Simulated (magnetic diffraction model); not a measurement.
## Magnetic neutron pattern of Ba2NdSbS6

Space group Fm-3m (no. 225), a = 9.7980 Å.

```
site  atom    x    y       z
  4b    Nd  1/2    0       0
  8c    Ba  1/4  1/4     3/4
  4a    Sb    0    0       0
 24e     S    0    0  0.7646
```

The compound is invented for this exercise: a known structure type with other elements, its cell scaled to their sizes and not relaxed.

Only Nd is taken to order (form factors of Nd3+); orders and moment sizes are assumed, and not adapted to the symmetry. Radiation: neutrons of λ = 4.2 Å, 1.5° to 90°; isotropic B of 0.27 Å² (Nd), 0.27 Å² (Ba), 0.29 Å² (Sb) and 0.53 Å² (S). Simulated constant-wavelength pattern: nuclear and magnetic terms add, the magnetic one as |2.695 fm × Σ f S⊥ exp(2πi Q·r) exp(−B s²)|², summed over all Q at one angle with the factor 1/(sin²θ cos θ). For a modulated order the moment at position r is S exp(−2πi k·r) + c.c., with S = m/2 for a sine wave of amplitude m and S = m(u + iv)/2 for moments turning in a plane, u and v being orthogonal unit vectors in it; the phase factor of the sum at Q = H + k is then exp(2πi H·r). Free-ion form factors, Sears's scattering lengths of 1992, no absorption; a label names one of the reflections at its angle. The strongest nuclear line in the range is 100, and lines under 0.2 are left out.

Assume the order k = (0 1/6 0), moments turning in the plane of [010] and [001], 1.6 μB on Nd.

Predict the pattern, nuclear and magnetic parts apart.

| 2θ (°) | index | nuclear | magnetic |
| --- | --- | --- | --- |
| 4.09 | (0 1/6 0) | 0.0 | 55.9 |
| 41.20 | (1 5/6 1) | 0.0 | 3.2 |
| 46.27 | (1 7/6 1) | 0.0 | 3.0 |
| 50.77 | (2 0 0) | 21.8 | 0.0 |
| 50.95 | (2 1/6 0) | 0.0 | 2.4 |
| 55.34 | (0 13/6 0) | 0.0 | 0.3 |
| 71.11 | (2 11/6 0) | 0.0 | 1.2 |
| 74.63 | (2 2 0) | 100.0 | 0.0 |
| 74.78 | (2 1/6 2) | 0.0 | 1.3 |
| 78.39 | (2 13/6 0) | 0.0 | 1.0 |
| 85.49 | (1 17/6 1) | 0.0 | 0.8 |
| 89.00 | (3 5/6 1) | 0.0 | 2.0 |

The strongest magnetic line in the range is (0 1/6 0) at 4.09° (55.9). On top of the Lorentz factor, which all lines share, magnetic lines fade with angle because f falls: for Nd3+ it is 0.98, 0.90, 0.79 and 0.54 at sin θ/λ = 0.1, 0.2, 0.3 and 0.5 Å⁻¹, while nuclear lengths stay constant. The order has no net moment.

[Logs are printed without paths, hosts, clocks, repeated set-up lines and the standing remarks that a program may print on its own settings, such as how far it seeks lower states.]
